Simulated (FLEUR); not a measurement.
# CeSiPt3: cost and accuracy of the k mesh, part 2 of 2

Wanted: the cheapest choice of the k mesh that holds the magnetic results of CeSiPt3.

FLEUR MaX-R8.1; PBE with U = 6 eV on Ce f; all-electron FLAPW, Dirac cores, scalar-relativistic bands.

So far, largest spin moment in the muffin-tin sphere (μB): step 2 (rung 1 (mesh 2×2×2), start ferro +) 1.02; step 3 (k-mesh 4×4×2) 1.01; step 4 (k-mesh 4×4×4) 1.01.

## Step 5: Rung 4 (mesh 6×6×6), start ferro +

The k list default-1 (kpts.xml, not shown) is a Γ-centred 6×6×6 mesh.

File inp.xml:

```
<?xml version="1.0" encoding="UTF-8" standalone="no"?>
<fleurInput fleurInputVersion="0.39">
   <comment>
      CeSiPt3
   </comment>
   <calculationSetup>
      <cutoffs Kmax="4.4" Gmax="13.2" GmaxXC="13.2" numbands="0"/>
      <scfLoop itmax="130" minDistance="0.0001" maxIterBroyd="15" imix="Anderson" alpha="0.05" precondParam="0.0" spinf="2.0" sdNocoIR="T"/>
      <coreElectrons ctail="T" frcor="F" kcrel="0" coretail_lmax="0"/>
      <xcFunctional name="pbe" relativisticCorrections="F"/>
      <magnetism jspins="2"/>
      <soc l_soc="F" theta="0.0" phi="0.0" spav="F"/>
      <expertModes spex="0" secvar="F"/>
      <geometryOptimization l_f="F" forcealpha="1.0" forcemix="BFGS" epsdisp="0.00001" epsforce="0.00001"/>
      <ldaU l_linMix="F" mixParam="0.05" spinf="1.0"/>
   </calculationSetup>
   <cell>
      <bzIntegration valenceElectrons="64.0" mode="hist" fermiSmearingEnergy="0.00293995">
         <kPointListSelection listName="default-1"/>
         <xi:include xmlns:xi="http://www.w3.org/2001/XInclude" href="kpts.xml"> </xi:include>
      </bzIntegration>
      <xi:include xmlns:xi="http://www.w3.org/2001/XInclude" href="sym.xml"> </xi:include>
      <bulkLattice scale="1.0">
         <bravaisMatrix>
            <row-1>    7.7041004902452270     0.0000000000000000     0.0000000000000000</row-1>
            <row-2>    0.0000000000000000     7.7041004902452270     0.0000000000000000</row-2>
            <row-3>    0.0000000000000000     0.0000000000000000    10.3794611082220349</row-3>
         </bravaisMatrix>
      </bulkLattice>
   </cell>
   <atomSpecies>
      <species name="Cerium (Ce1.000" element="Ce" atomicNumber="58">
         <mtSphere radius="2.8" gridPoints="925" logIncrement="0.014"/>
         <atomicCutoffs lmax="10" lnonsphr="8"/>
         <electronConfig flipSpins="F">
            <coreConfig>(1s1/2) (2s1/2) (2p1/2) (2p3/2) (3s1/2) (3p1/2) (3p3/2) (4s1/2) (3d3/2) (3d5/2) (4p1/2) (4p3/2) (4d3/2) (4d5/2)</coreConfig>
            <valenceConfig>(5s1/2) (5p1/2) (5p3/2) (6s1/2) (5d3/2) (5d5/2) (4f5/2) (4f7/2)</valenceConfig>
            <stateOccupation state="(5d3/2)" spinUp="0.2" spinDown="0.2"/>
            <stateOccupation state="(5d5/2)" spinUp="0.3" spinDown="0.3"/>
            <stateOccupation state="(4f5/2)" spinUp="0.4285714285714" spinDown="0.0"/>
            <stateOccupation state="(4f7/2)" spinUp="0.5714285714286" spinDown="0.0"/>
         </electronConfig>
         <energyParameters s="6" p="6" d="5" f="4"/>
         <ldaU l="3" U="6.0" J="0.0" l_amf="F"/>
         <lo type="SCLO" l="0" n="5" eDeriv="0"/>
         <lo type="SCLO" l="1" n="5" eDeriv="0"/>
      </species>
      <species name="Silicon (Si)" element="Si" atomicNumber="14">
         <mtSphere radius="1.67" gridPoints="553" logIncrement="0.02"/>
         <atomicCutoffs lmax="6" lnonsphr="4"/>
         <electronConfig flipSpins="F">
            <coreConfig>(1s1/2) (2s1/2) (2p1/2) (2p3/2)</coreConfig>
            <valenceConfig>(3s1/2) (3p1/2) (3p3/2)</valenceConfig>
            <stateOccupation state="(3p1/2)" spinUp="0.333333" spinDown="0.333333"/>
            <stateOccupation state="(3p3/2)" spinUp="0.666667" spinDown="0.666667"/>
         </electronConfig>
         <energyParameters s="3" p="3" d="3" f="4"/>
      </species>
      <species name="Platinum (Pt)" element="Pt" atomicNumber="78">
         <mtSphere radius="2.56" gridPoints="847" logIncrement="0.016"/>
         <atomicCutoffs lmax="10" lnonsphr="8"/>
         <electronConfig flipSpins="F">
            <coreConfig>(1s1/2) (2s1/2) (2p1/2) (2p3/2) (3s1/2) (3p1/2) (3p3/2) (4s1/2) (3d3/2) (3d5/2) (4p1/2) (4p3/2) (5s1/2) (4d3/2) (4d5/2) (4f5/2) (4f7/2)</coreConfig>
            <valenceConfig>(5p1/2) (5p3/2) (6s1/2) (5d3/2) (5d5/2)</valenceConfig>
            <stateOccupation state="(6s1/2)" spinUp="0.500000" spinDown="0.500000"/>
            <stateOccupation state="(5d3/2)" spinUp="1.800000" spinDown="1.800000"/>
            <stateOccupation state="(5d5/2)" spinUp="2.700000" spinDown="2.700000"/>
         </electronConfig>
         <energyParameters s="6" p="6" d="5" f="5"/>
         <lo type="SCLO" l="1" n="5" eDeriv="0"/>
      </species>
   </atomSpecies>
   <atomGroups>
      <atomGroup species="Cerium (Ce1.000">
         <relPos label="                   1">1.000/2.000 1.000/2.000 -.2782229000</relPos>
         <force calculate="T" relaxXYZ="TTT"/>
      </atomGroup>
      <atomGroup species="Silicon (Si)">
         <relPos label="                   2">.0000000000 .0000000000 .0108211200</relPos>
         <force calculate="T" relaxXYZ="TTT"/>
      </atomGroup>
      <atomGroup species="Platinum (Pt)">
         <relPos label="                   3">1.000/2.000 .0000000000 .2377544100</relPos>
         <relPos label="                   4">.0000000000 1.000/2.000 .2377544100</relPos>
         <force calculate="T" relaxXYZ="TTT"/>
      </atomGroup>
      <atomGroup species="Platinum (Pt)">
         <relPos label="                   5">.0000000000 .0000000000 -.4077070500</relPos>
         <force calculate="T" relaxXYZ="TTT"/>
      </atomGroup>
   </atomGroups>
   <output dos="F" band="F" slice="F">
      <bandDOS minEnergy="-.5*Htr" maxEnergy="0.5*Htr" sigma="0.015" storeEVData="T"/>
      <plotting iplot="0" polar="F">
         <plot TwoD="T" vec1="  1.0  0.0  0.0" vec2="  0.0  1.0  0.0" vec3="  0.0  0.0  1.0" zero="  0.0  0.0  0.0" file="plot"/>
      </plotting>
      <moessbauerParams electricFieldGradient="F" isomerShift="F" coreHyperfine="F" valenceHyperfine="F"/>
   </output>
</fleurInput>
```

File crystal.txt:

```
CeSiPt3
&input film=F cartesian=F /
4.07683441000  0.00000000000  0.00000000000
0.00000000000  4.07683441000  0.00000000000
0.00000000000  0.00000000000  5.49257428000
1.8897261246
1.0 1.0 1.0

5
58 0.50000000000  0.50000000000  0.72177710000 : 1.000
14 0.00000000000  0.00000000000  0.01082112000
78 0.50000000000  0.00000000000  0.23775441000
78 0.00000000000  0.50000000000  0.23775441000
78 0.00000000000  0.00000000000  0.59229295000

&kpt div1=6 div2=6 div3=6 gamma=T /
```

Run with:

```
> OMP_NUM_THREADS=1 inpgen -f crystal.txt > inpgen.log  # inp.xml is then edited as shown
> OMP_NUM_THREADS=1 mpirun -n 4 fleur_MPI > fleur.log
```

Output:

```text
[banner, memory and clock lines left out]
Welcome to FLEUR        (www.flapw.de)
      MaX-Release 8.1          (www.max-centre.eu)

 ========== k-point set info ==========
 Selected k-point list: default-1
 k-point list type: mesh
 6 x 6 x 6
 Number of k points: 40

 [... set-up left out ...]
 Iteration:     1   Distance:      22.37887757 me/bohr^3
 Iteration:     2   Distance:      19.21510959 me/bohr^3
 Iteration:     3   Distance:      11.43746570 me/bohr^3
 Iteration:     4   Distance:       6.46524655 me/bohr^3
 Iteration:     5   Distance:       3.28703063 me/bohr^3
[...]
[... left out ...]
            <freeEnergy value="-64495.7542720684"/>
            <extrapolationTo0K value="-64495.7531926426"/>
         </totalEnergy>
         [... left out ...]
         <ldaUDensityMatrixConvergence>
            <distance spin="1" distance="0.000001"/>
            <distance spin="2" distance="0.000000"/>
         </ldaUDensityMatrixConvergence>
         <densityConvergence units="me/bohr^3">
            <chargeDensity spin="1" distance="0.0000372743"/>
            <chargeDensity spin="2" distance="0.0000346424"/>
            <overallChargeDensity distance="0.0000494457"/>
            <spinDensity distance="0.0000522882"/>
         </densityConvergence>
      </iteration>
```

Run time: 7.6 min. Hardware: 4 MPI ranks of Arm Neoverse V1, shared host; peak memory 0.58 GiB.

Numbers from this step:

```
free energy                                                       : -1755018.8807 eV
program's band gap on this mesh (in a metal only a level spacing) : 4.62e-4 eV
magnetization                                                     : 1.062 μB
final state                                                       : ferromagnetic
largest moment                                                    : 1.010 μB
```

The largest moment is that of rung 3, at 1.9 times its CPU time.

## Step 6: Rung 5 (mesh 10×10×10), start ferro +

The k list default-1 (kpts.xml, not shown) is a Γ-centred 10×10×10 mesh.

inp.xml is that of step 5.

Edit crystal.txt of step 5 so:

```diff
@@ -15,2 +15,2 @@
 
-&kpt div1=6 div2=6 div3=6 gamma=T /
+&kpt div1=10 div2=10 div3=10 gamma=T /
```

Output:

```text
[banner, memory and clock lines left out]
Welcome to FLEUR        (www.flapw.de)
      MaX-Release 8.1          (www.max-centre.eu)

 ========== k-point set info ==========
 Selected k-point list: default-1
 k-point list type: mesh
 0 x 0 x 0
 Number of k points: 128

 [... set-up left out ...]
 Iteration:     1   Distance:      22.36432184 me/bohr^3
 Iteration:     2   Distance:      19.18317357 me/bohr^3
 Iteration:     3   Distance:      11.43568094 me/bohr^3
 Iteration:     4   Distance:       6.83822016 me/bohr^3
 Iteration:     5   Distance:       3.26887893 me/bohr^3
[...]
[... left out ...]
            <freeEnergy value="-64495.7547544872"/>
            <extrapolationTo0K value="-64495.7537337184"/>
         </totalEnergy>
         [... left out ...]
         <ldaUDensityMatrixConvergence>
            <distance spin="1" distance="0.000001"/>
            <distance spin="2" distance="0.000000"/>
         </ldaUDensityMatrixConvergence>
         <densityConvergence units="me/bohr^3">
            <chargeDensity spin="1" distance="0.0000427155"/>
            <chargeDensity spin="2" distance="0.0000377997"/>
            <overallChargeDensity distance="0.0000454117"/>
            <spinDensity distance="0.0000666680"/>
         </densityConvergence>
      </iteration>
```

The job ended after 24 min (4 MPI ranks; peak memory 0.71 GiB; 1.6 h of CPU time).

This step gave:

```yaml
free_energy: -1755018.8939 eV
program_s_band_gap_on_this_mesh_in_a_metal_only_a_level_spacing: 0.003181 eV
magnetization: 1.068 μB
final_state: ferromagnetic
largest_moment: 1.011 μB
```

The largest moment is that of rung 4, at 3.2 times its CPU time.

## Step 7: The rungs together

Ladder, by row:

| rung | mesh | state from the first start | moment, first (μB) | CPU time (s), all starts |
| --- | --- | --- | --- | --- |
| 1 | 2x2x2 | ferromagnetic | 1.019 | 330.6 |
| 2 | 4x4x2 | ferromagnetic | 1.012 | 602.2 |
| 3 | 4x4x4 | ferromagnetic | 1.011 | 946.9 |
| 4 | 6x6x6 | ferromagnetic | 1.01 | 1820 |
| 5 | 10x10x10 | ferromagnetic | 1.011 | 5797 |

## Step 8: Results

| Property | Result |
| --- | --- |
| range of the moment in the table, first start | 1.01 to 1.02 μB |
| range of CPU time | 5.5 min to 1.6 h |
| first rung from which all stay within 0.03 μB of the last | 1 |

From rung 1 on the result stays within 0.0075 μB of the last rung, inside the margin of 0.03 μB set for it, at 5.7 % of the last rung's cost. Only the parallel order fits this cell, so the ladder says nothing of other orders. Open f shells have many stationary orbital fillings, so the state need not be the lowest, and spin-only moments miss the orbital part. Core electrons leak out of the spheres (0.021 e), which costs some accuracy.

[Logs and program files are shortened in this print: banners, set-up blocks, solver, clock and traceback lines can be left out without a mark of their own.]

[Logs are printed without paths, hosts, clocks, repeated set-up lines and the standing remarks that a program may print on its own settings, such as how far it seeks lower states.]

[Hosts, paths, dates, database ids (printed as entryN), source tags and the programs' standing remarks are cut or masked in the printed files.]

[Where a cell is said to come from a database of computed structures, the database is the Materials Project.]
